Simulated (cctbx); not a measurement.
# Sr2ZnRuS6 with cctbx, script by script

Library: cctbx 2025.11. The data are simulated by the first script.

## 1. Simulate the data

run.py:

```python
from cctbx import adptbx, crystal, miller, sgtbx, xray
from cctbx.array_family import flex
from iotbx.shelx import hklf
from scitbx import matrix
import scitbx.random

cs = crystal.symmetry(unit_cell=(6.753, 6.65, 11.444, 90, 124.83, 90), space_group_symbol='Hall: -P 2ybc')  # P2_1/c
atoms = [  # label, site, U (iso, or U11 U22 U33 U12 U13 U23 in A^2), occupancy
    ("Ru1", (0, 0.5, 0), (0.0085, 0.0127, 0.0067, 0.0000, 0.0022, -0.0000), 1),
    ("Sr1", (0.2471, 0.4819, 0.7541), (0.0115, 0.0168, 0.0142, -0.0052, 0.0087, -0.0059), 1),
    ("Zn1", (0.5, 0.5, 0.5), (0.0270, 0.0212, 0.0460, -0.0112, 0.0270, -0.0148), 1),
    ("S1", (0.1802, 0.2674, 0.4692), (0.0124, 0.0076, 0.0080, -0.0007, 0.0046, 0.0002), 1),
    ("S2", (0.7571, 0.2059, 0.531), (0.0225, 0.0329, 0.0084, 0.0100, 0.0100, 0.0047), 1),
    ("S3", (0.2986, 0.0065, 0.7376), (0.0437, 0.0284, 0.0211, -0.0129, 0.0162, -0.0040), 1),
]
xs = xray.structure(crystal_symmetry=cs)
for label, site, u, occ in atoms:
    u = adptbx.u_cif_as_u_star(cs.unit_cell(), u) if isinstance(u, tuple) else u
    xs.add_scatterer(xray.scatterer(label, site=site, u=u, occupancy=occ))
xs.set_inelastic_form_factors(0.56087, "sasaki")
xs.show_summary()
p1 = xs.expand_to_p1()
ms = miller.build_set(p1, anomalous_flag=True, d_min=0.65)
flex.set_random_seed(9852)
scitbx.random.set_random_seed(9852)
ms = ms.select(flex.random_double(ms.size()) < 0.5)
i = ms.structure_factors_from_scatterers(p1, algorithm="direct").f_calc().as_intensity_array().data()
i = i * 5000 / flex.max(i)
sig = flex.sqrt(i + flex.pow2(0.015 * i) + 2 ** 2)
noise = scitbx.random.variate(scitbx.random.normal_distribution())(i.size())
data = ms.array(data=i + sig * noise, sigmas=sig).set_observation_type_xray_intensity()
with open("data.hkl", "w") as f:
    data.export_as_shelx_hklf(f)
print("reflections written:", data.size(), " <I/sigma> = %.1f" % flex.mean(data.data() / data.sigmas()))
for h, a, b in list(data.sort("data"))[:12]:
    print("%4d%4d%4d %9.1f %7.1f" % (h + (a, b)))
```

```console
$ python run.py
```

```text
Number of scatterers: 6
At special positions: 2
Unit cell: (6.753, 6.65, 11.444, 90, 124.83, 90)
Space group: P 1 21/c 1 (No. 14)
reflections written: 3268  <I/sigma> = 5.3
   2  -2  -2    4998.6   102.6
   0   0  -4    4979.5   103.1
   2  -2   2    2797.8    67.9
   2   2  -6    2737.3    66.4
  -2   2   6    2732.0    66.4
   4   0  -4    2728.0    65.4
  -3   1   5    2011.4    52.7
   0  -2   0    1954.6    53.6
   3   1  -5    1935.0    52.7
  -1   1  -1    1919.2    52.6
   1   1  -3    1899.8    51.9
   0   4   4    1886.9    51.1
```

Run time: 0.23 s on 1 thread of Arm Neoverse V2 (shared host), peak memory 0.07 GiB.

## 2. Symmetry

run.py:

```python
from cctbx import crystal, sgtbx, statistics
from cctbx.array_family import flex
from iotbx.shelx import hklf

p1 = crystal.symmetry(unit_cell=(6.753, 6.65, 11.444, 90, 124.83, 90), space_group_symbol="P 1")
raw = hklf.reader(file_name="data.hkl").as_miller_arrays(crystal_symmetry=p1, anomalous=True)[0]
print(raw.size(), "reflections to d = %.3f A" % raw.d_min())
isig = raw.data() / raw.sigmas()
print("centring   violations  <I/sigma> of those")
best = "P"
for c in "ABCIRF":
    a = raw.customized_copy(space_group_info=sgtbx.space_group_info("Hall: %s 1" % c)).sys_absent_flags().data()
    m = flex.mean(isig.select(a))
    print("%5s %10d of %5d %8.1f" % (c, (isig.select(a) > 4).count(True), a.count(True), m))
    if (isig.select(a) > 4).count(True) < 0.01 * a.count(True):
        best = c
raw = raw.select(~raw.customized_copy(space_group_info=sgtbx.space_group_info("Hall: %s 1" % best)).sys_absent_flags().data())
isig = raw.data() / raw.sigmas()
rows = []
for s in sgtbx.space_group_symbol_iterator():
    g = sgtbx.space_group(s)
    if g.conventional_centring_type_symbol() != best or not g.is_compatible_unit_cell(p1.unit_cell(), 1e-3, 0.02):
        continue
    rows.append((s, g))
print("Laue class    unique    Rint  (classes that these axes allow; Friedel mates merged)")
rint = {}
for s, g in rows:
    laue = g.build_derived_patterson_group()
    key = laue.type().hall_symbol()
    if key not in rint:
        m = raw.customized_copy(space_group_info=laue.info(), anomalous_flag=False).merge_equivalents()
        rint[key] = m.r_int()
        print("%-14s %6d %7.3f" % (laue.type().lookup_symbol(), m.array().size(), m.r_int()))
floor = min(rint.values())
good = [(s, g) for s, g in rows if rint[g.build_derived_patterson_group().type().hall_symbol()] < 2 * floor + 0.03]
top = max(g.build_derived_patterson_group().order_z() for s, g in good)
print("space group    extra absences  I>4sigma  <I/sigma>")
for s, g in good:
    laue = g.build_derived_patterson_group()
    if laue.order_z() != top:
        continue
    a = raw.customized_copy(space_group_info=g.info()).sys_absent_flags().data()
    a &= ~raw.customized_copy(space_group_info=laue.info()).sys_absent_flags().data()
    bad = (isig.select(a) > 4).count(True)
    if bad <= 0.03 * a.count(True):
        print("%-16s %8d %10d %9s  %s" % (s.universal_hermann_mauguin(), a.count(True), bad, "%.1f" % flex.mean(isig.select(a)) if a.count(True) else "-", "centric" if g.is_centric() else "acentric"))
laue = max(good, key=lambda t: t[1].build_derived_patterson_group().order_z())[1].build_derived_patterson_group()
f = raw.customized_copy(space_group_info=laue.info(), anomalous_flag=False).merge_equivalents().array().eliminate_sys_absent().f_sq_as_f()
f.set_observation_type_xray_amplitude()
bins = max(3, min(8, f.size() // 12))
f.setup_binner(n_bins=bins)
w = statistics.wilson_plot(f, {e: n / laue.order_z() for e, n in {'Ru': 2.0, 'Sr': 4.0, 'Zn': 2.0, 'S': 12.0}.items()}, e_statistics=True)
print("Wilson B = %.2f A^2   <|E^2-1|> = %.3f (0.968 centric, 0.736 acentric)   E^2>4: %.1f %%" % (w.wilson_b, w.mean_e_sq_minus_1, w.percent_e_sq_gt_2))
print("shell (A)         n   <I/sigma>")
m = raw.customized_copy(space_group_info=laue.info(), anomalous_flag=False).merge_equivalents().array().eliminate_sys_absent()
for b in m.setup_binner(n_bins=bins).range_used():
    sel = m.binner().selection(b)
    print("%5.2f - %4.2f %6d %8.1f" % (min(m.binner().bin_d_range(b)[0] if m.binner().bin_d_range(b)[0] > 0 else 99, 99), m.binner().bin_d_range(b)[1], sel.count(True), flex.mean((m.data() / m.sigmas()).select(sel))))
```

```console
$ python run.py
```

```text
3268 reflections to d = 0.650 A
centring   violations  <I/sigma> of those
    A        585 of  1642      3.3
    B        724 of  1632      4.1
    C        513 of  1632      3.1
    I        701 of  1653      5.1
    R        997 of  2206      5.3
    F        911 of  2453      3.5
Laue class    unique    Rint  (classes that these axes allow; Friedel mates merged)
P -1             2443   0.048
P 1 2/m 1        1581   0.051
space group    extra absences  I>4sigma  <I/sigma>
P 1 2 1                 0          0         -  acentric
P 1 21 1                4          0      -0.0  acentric
P 1 m 1                 0          0         -  acentric
P 1 c 1               112          0       0.1  acentric
P 1 2/m 1               0          0         -  centric
P 1 21/m 1              4          0      -0.0  centric
P 1 2/c 1             112          0       0.1  centric
P 1 21/c 1            116          0       0.1  centric
Wilson B = 1.13 A^2   <|E^2-1|> = 1.141 (0.968 centric, 0.736 acentric)   E^2>4: 7.6 %
shell (A)         n   <I/sigma>
 6.75 - 1.30    204     11.3
 1.30 - 1.03    196      9.3
 1.03 - 0.90    198      8.4
 0.90 - 0.82    192      5.8
 0.82 - 0.76    197      6.4
 0.76 - 0.72    203      5.2
 0.72 - 0.68    182      4.7
 0.68 - 0.65    209      4.8
```

Time: 0.25 s.

## 3. Patterson map

run.py:

```python
from cctbx import crystal, maptbx
from iotbx.shelx import hklf

cs = crystal.symmetry(unit_cell=(6.753, 6.65, 11.444, 90, 124.83, 90), space_group_symbol='Hall: -P 2ybc')  # P2_1/c
raw = hklf.reader(file_name="data.hkl").as_miller_arrays(crystal_symmetry=cs, anomalous=True)[0]
merged = raw.eliminate_sys_absent().merge_equivalents()
fo2 = merged.array().set_observation_type_xray_intensity()
f = fo2.average_bijvoet_mates().f_sq_as_f()
pm = f.patterson_map(symmetry_flags=maptbx.use_space_group_symmetry, sharpening=True, resolution_factor=0.25)
peaks = pm.peak_search(parameters=maptbx.peak_search_parameters(min_distance_sym_equiv=0.4, max_clusters=14)).all()
top = peaks.heights()[0]
print("Patterson group", f.patterson_symmetry().space_group_info())
print("      u       v       w   height  length (A)")
for x, h in zip(peaks.sites(), peaks.heights()):
    y = [t - round(t) for t in x]
    print("%7.3f %7.3f %7.3f %8.1f %8.2f" % (x + (1000 * h / top, cs.unit_cell().length(y))))
```

```console
$ python run.py
```

```text
Patterson group P 1 2/m 1
      u       v       w   height  length (A)
  0.000   0.000   0.000   1000.0     0.00
  0.500   0.500   0.000    707.9     4.74
  0.249   0.000   0.751    642.0     4.05
  0.248   0.500   0.250    626.3     4.07
  0.000   0.500   0.500    612.0     6.62
  0.500   0.000   0.500    507.0     4.70
  0.056   0.500   0.989    132.2     3.36
  0.059   0.247   0.791    131.2     3.11
  0.437   0.257   0.214    122.1     3.06
  0.072   0.214   0.287    117.7     3.35
  0.047   0.000   0.485    102.6     5.37
  0.455   0.500   0.511    102.6     8.45
  0.425   0.288   0.723    102.3     5.68
  0.448   0.000   0.009     98.0     2.96
```

Time: 0.24 s.

## 4. Charge flipping

run.py:

```python
import itertools
from cctbx import crystal, maptbx
from cctbx.array_family import flex
from iotbx.shelx import hklf
from smtbx.ab_initio import charge_flipping as cf

cs = crystal.symmetry(unit_cell=(6.753, 6.65, 11.444, 90, 124.83, 90), space_group_symbol='Hall: -P 2ybc')  # P2_1/c
raw = hklf.reader(file_name="data.hkl").as_miller_arrays(crystal_symmetry=cs, anomalous=True)[0]
merged = raw.eliminate_sys_absent().merge_equivalents()
fo2 = merged.array().set_observation_type_xray_intensity()
f = fo2.average_bijvoet_mates().f_sq_as_f().resolution_filter(d_min=0.8)
p1 = f.expand_to_p1()
p1.setup_binner_counting_sorted(reflections_per_bin=max(40, p1.size() // 12))
work = p1.array(data=p1.data() / p1.amplitude_quasi_normalisations().data())
flex.set_random_seed(45060)
it = cf.weak_reflection_improved_iterator(delta=None, weak_reflection_fraction=0.3)
it.start(work, phases=flex.random_double(p1.size()) * 6.2832, f_000=0)
it.delta = 3 * it.rho_map.sigma()
print("cycle      R  skewness")
for n, st in enumerate(itertools.islice(it, 300)):
    if n % 25 == 0:
        print("%5d %6.3f %8.2f" % (n, st.r1_factor(), st.rho_map.skewness()))
rho = p1.phase_transfer(it.f_calc).fft_map().apply_volume_scaling()
polish = cf.low_density_elimination_iterator(constant_rho_c=rho.sigma())
polish.start(f_obs=p1, phases=it.f_calc, f_000=0)
for _ in range(8):
    next(polish)
print("origin shift          correlation  skewness")
maps = []
for fc, shift, cc in itertools.islice(cf.f_calc_symmetrisations(f, polish.f_calc, 0), 4):
    m = f.phase_transfer(fc).fft_map(symmetry_flags=maptbx.use_space_group_symmetry, resolution_factor=0.25).apply_sigma_scaling()
    maps.append((m.skewness(), cc, m))
    print("%6.3f %6.3f %6.3f %10.3f %9.2f" % (tuple(shift) + (cc, m.skewness())))
skew, cc, m = max((t for t in maps if t[1] > maps[0][1] - 0.04), key=lambda t: t[0])
print("taken: symmetry correlation %.3f, skewness %.2f" % (cc, skew))
peaks = m.peak_search(parameters=maptbx.peak_search_parameters(min_distance_sym_equiv=0.9, max_clusters=11)).all()
sps = cs.special_position_settings(min_distance_sym_equiv=0.5)
print("peak      x       y       z  mult  height/sigma")
for k, (x, h) in enumerate(zip(peaks.sites(), peaks.heights())):
    ss = sps.site_symmetry(x)
    print("Q%-3d %7.4f %7.4f %7.4f %4d %8.1f" % ((k + 1,) + tuple(t % 1 for t in ss.exact_site()) + (ss.multiplicity(), h)))
```

```console
$ python run.py
```

```text
cycle      R  skewness
    0  0.122     0.06
   25  0.041    -0.00
   50  0.041     0.02
   75  0.041    -0.03
  100  0.041     0.02
  125  0.041    -0.00
  150  0.041     0.02
  175  0.041    -0.03
  200  0.041     0.02
  225  0.041    -0.00
  250  0.041     0.02
  275  0.041    -0.03
origin shift          correlation  skewness
 0.149  0.148  0.265      0.898      1.95
 0.399  0.148  0.015      0.898      2.01
 0.024  0.148  0.391      0.894      1.72
 0.274  0.148  0.141      0.893      1.73
taken: symmetry correlation 0.898, skewness 2.01
peak      x       y       z  mult  height/sigma
Q1    0.0171  0.7222  0.5111    4      8.8
Q2    0.4869  0.2628  0.0081    4      8.7
Q3    0.2560  0.7365  0.2663    4      6.3
Q4    0.2641  0.2169  0.7564    4      5.3
Q5    0.4474  0.9958  0.2305    4      4.8
Q6    0.0808  0.0174  0.2729    4      4.4
Q7    0.1946  0.6209  0.9401    4      3.9
Q8    0.4412  0.1319  0.1851    4      3.9
Q9    0.3232  0.6157  0.5660    4      3.7
Q10   0.1939  0.1014  0.4461    4      3.7
Q11   0.0570  0.1265  0.3191    4      3.4
```

Time: 0.39 s.

This run holds a fault made on purpose: flipping threshold far too high.

## 5. Charge flipping

run.py, as its changes from the last script of this kind:

```diff
@@ -18 +18 @@
-it.delta = 3 * it.rho_map.sigma()
+it.delta = 1 * it.rho_map.sigma()
```

```console
$ python run.py
```

```text
cycle      R  skewness
    0  0.591     0.24
   25  0.489     1.63
   50  0.482     1.67
   75  0.494     1.79
  100  0.498     1.74
  125  0.514     2.73
  150  0.525     3.18
  175  0.525     2.87
  200  0.522     2.89
  225  0.515     3.19
  250  0.513     3.24
  275  0.518     3.25
origin shift          correlation  skewness
 0.360  0.289  0.479      0.896      3.69
 0.234  0.288  0.104      0.897      4.36
 0.110  0.289  0.229      0.895      4.16
 0.484  0.289  0.354      0.896      4.28
taken: symmetry correlation 0.897, skewness 4.36
peak      x       y       z  mult  height/sigma
Q1    0.1284  0.0103  0.3777    4     15.1
Q2    0.3762  0.0027  0.1313    4     12.6
Q3    0.0439  0.2136  0.0706    4      3.9
Q4    0.4620  0.0124  0.6574    4      3.3
Q5    0.4672  0.2339  0.3917    4      3.0
Q6    0.2889  0.2150  0.8633    4      2.9
Q7    0.4399  0.7373  0.8908    4      2.8
Q8    0.0677  0.5430  0.4442    4      2.3
Q9    0.4479  0.6283  0.2019    4      2.2
Q10   0.1111  0.2121  0.3540    4      2.2
Q11   0.9919  0.1969  0.1276    4      2.1
```

Time: 0.39 s.

## 6. Refinement (model from the peaks)

run.py:

```python
import math
from cctbx import adptbx, crystal, maptbx, sgtbx, xray
from cctbx.array_family import flex
from cctbx.xray import observations
from iotbx.shelx import hklf
from scitbx.lstbx import normal_eqns_solving
from smtbx import absolute_structure, utils
from smtbx.refinement import constraints, least_squares

cs = crystal.symmetry(unit_cell=(6.753, 6.65, 11.444, 90, 124.83, 90), space_group_symbol='Hall: -P 2ybc')  # P2_1/c
atoms = [  # label, site, U (iso, or U11 U22 U33 U12 U13 U23 in A^2), occupancy
    ("Sr1", (0.1284, 0.0103, 0.3777), 0.0200, 1),
    ("S1", (0.3762, 0.0027, 0.1313), 0.0200, 1),
    ("S2", (0.0439, 0.2136, 0.0706), 0.0200, 1),
    ("S3", (0.462, 0.0124, 0.6574), 0.0200, 1),
]
xs = xray.structure(crystal_symmetry=cs)
for label, site, u, occ in atoms:
    u = adptbx.u_cif_as_u_star(cs.unit_cell(), u) if isinstance(u, tuple) else u
    xs.add_scatterer(xray.scatterer(label, site=site, u=u, occupancy=occ))
xs.set_inelastic_form_factors(0.56087, "sasaki")
raw = hklf.reader(file_name="data.hkl").as_miller_arrays(crystal_symmetry=cs, anomalous=True)[0]
merged = raw.eliminate_sys_absent().merge_equivalents()
fo2 = merged.array().set_observation_type_xray_intensity()
print("Rint %.3f, %d unique reflections to %.2f A" % (merged.r_int(), fo2.size(), fo2.d_min()))
for sc in xs.scatterers():
    sc.flags.set_grad_site(True)
    sc.flags.set_grad_u_aniso(sc.flags.use_u_aniso())
    sc.flags.set_grad_u_iso(sc.flags.use_u_iso())
obs = fo2.as_xray_observations()
extra = {}
rep = constraints.reparametrisation(xs, [], utils.connectivity_table(xs), **extra)
ls = least_squares.crystallographic_ls(obs, rep, weighting_scheme=least_squares.mainstream_shelx_weighting(a=0, b=0))
print("cycle     R1     wR2    GooF  max shift (A)")
for cycle in range(6):
    ls.build_up()
    r1, wr2, goof = ls.r1_factor(cutoff_factor=2)[0], ls.wR2(), ls.goof()
    old = xs.sites_cart()
    normal_eqns_solving.levenberg_marquardt_iterations(ls, n_max_iterations=3, tau=0.0001, step_threshold=1e-7)
    big = flex.max((xs.sites_cart() - old).norms())
    print("%4d %7.4f %7.4f %7.3f %9.5f" % (cycle + 1, r1, wr2, goof, big))
    ls.build_up(objective_only=True)
    if abs(ls.wR2() - wr2) < 5e-5 and big < 5e-4:
        break
ls.build_up()
print("final R1 %.4f wR2 %.4f GooF %.3f  parameters %d  data/parameter %.1f" % (ls.r1_factor(cutoff_factor=2)[0], ls.wR2(), ls.goof(), ls.n_parameters, fo2.size() / ls.n_parameters))
cov = ls.covariance_matrix_and_annotations()
su = dict(zip(cov.annotations, (math.sqrt(max(v, 0)) for v in cov.matrix.matrix_packed_u_diagonal())))
a2 = cs.unit_cell().reciprocal_parameters()[0] ** -2
print("atom        x        y        z      Ueq    occ   su(xyz)  su(Uiso or U11)")
for sc in xs.scatterers():
    s = max(su.get(sc.label + k, 0) for k in (".x", ".y", ".z"))
    npd = "" if sc.is_positive_definite_u(cs.unit_cell()) else "  NPD"
    print("%-5s %8.5f %8.5f %8.5f %8.4f %6.3f %8.5f %7.4f%s" % ((sc.label,) + sc.site + (sc.u_iso_or_equiv(cs.unit_cell()), sc.occupancy, s, su.get(sc.label + ".uiso", su.get(sc.label + ".u11", 0) * a2), npd)))
fo = fo2.f_sq_as_f()
fc = fo.structure_factors_from_scatterers(xs, algorithm="direct").f_calc()
diff = fo.f_obs_minus_f_calc(1 / math.sqrt(ls.scale_factor()), fc).average_bijvoet_mates()
m = diff.fft_map(symmetry_flags=maptbx.use_space_group_symmetry, resolution_factor=0.25).apply_volume_scaling()
print("difference map: max %.2f min %.2f rms %.2f" % (m.statistics().max(), m.statistics().min(), m.statistics().sigma()))
peaks = m.peak_search(parameters=maptbx.peak_search_parameters(min_distance_sym_equiv=0.6, max_clusters=7)).all()
near = xs.closest_distances(peaks.sites(), distance_cutoff=4)
sps = cs.special_position_settings(min_distance_sym_equiv=0.5)
for k, (x, h) in enumerate(zip(peaks.sites(), peaks.heights())):
    ss = sps.site_symmetry(x)
    print("Q%-3d %7.4f %7.4f %7.4f %4d %7.2f  %.2f A from %s" % ((k + 1,) + tuple(t % 1 for t in ss.exact_site()) + (ss.multiplicity(), h, near.smallest_distances[k], xs.scatterers()[near.i_seqs[k]].label)))
```

```console
$ python run.py
```

```text
Rint 0.051, 1493 unique reflections to 0.65 A
cycle     R1     wR2    GooF  max shift (A)
   1  0.6330  0.9114  10.549   0.24394
   2  0.4089  0.7504   8.686   0.30575
   3  0.4040  0.7194   8.327   0.25881
   4  0.3987  0.6854   7.934   0.84607
   5  0.3991  0.6548   7.580   0.20397
   6  0.4044  0.6487   7.509   0.32964
final R1 0.4065 wR2 0.6442 GooF 7.456  parameters 16  data/parameter 93.3
atom        x        y        z      Ueq    occ   su(xyz)  su(Uiso or U11)
Sr1    0.11966  0.01443  0.37063   0.0215  1.000  0.00089  0.0012
S1     0.37229  0.00774  0.12642   0.0001  1.000  0.00156  0.0011
S2    -0.17870  0.30300  0.01583   0.1859  1.000  0.01261  0.0194
S3     0.51284  0.01998  0.74493   0.2634  1.000  0.01874  0.0365
difference map: max 32.25 min -10.14 rms 2.75
Q1    0.1093  0.0259  0.3655    4   33.32  0.10 A from Sr1
Q2    0.3716  0.0238  0.1360    4   26.54  0.16 A from S1
Q3    0.0495  0.2257  0.0825    4   21.74  1.37 A from S2
Q4    0.3069  0.2311  0.8488    4   19.37  2.21 A from Sr1
Q5    0.4620  0.2385  0.4102    4   17.92  2.02 A from S2
Q6    0.3609  0.7046  0.8493    4   17.69  2.11 A from S3
Q7    0.1790  0.0003  0.8550    4   17.27  2.19 A from Sr1
```

Run time: 0.61 s on 1 thread of Arm Neoverse V2 (shared host), peak memory 0.09 GiB.

Figures of merit this high mean that the model is still wrong or incomplete.

[Logs are printed without paths, hosts, clocks, repeated set-up lines and the standing remarks that a program may print on its own settings, such as how far it seeks lower states.]
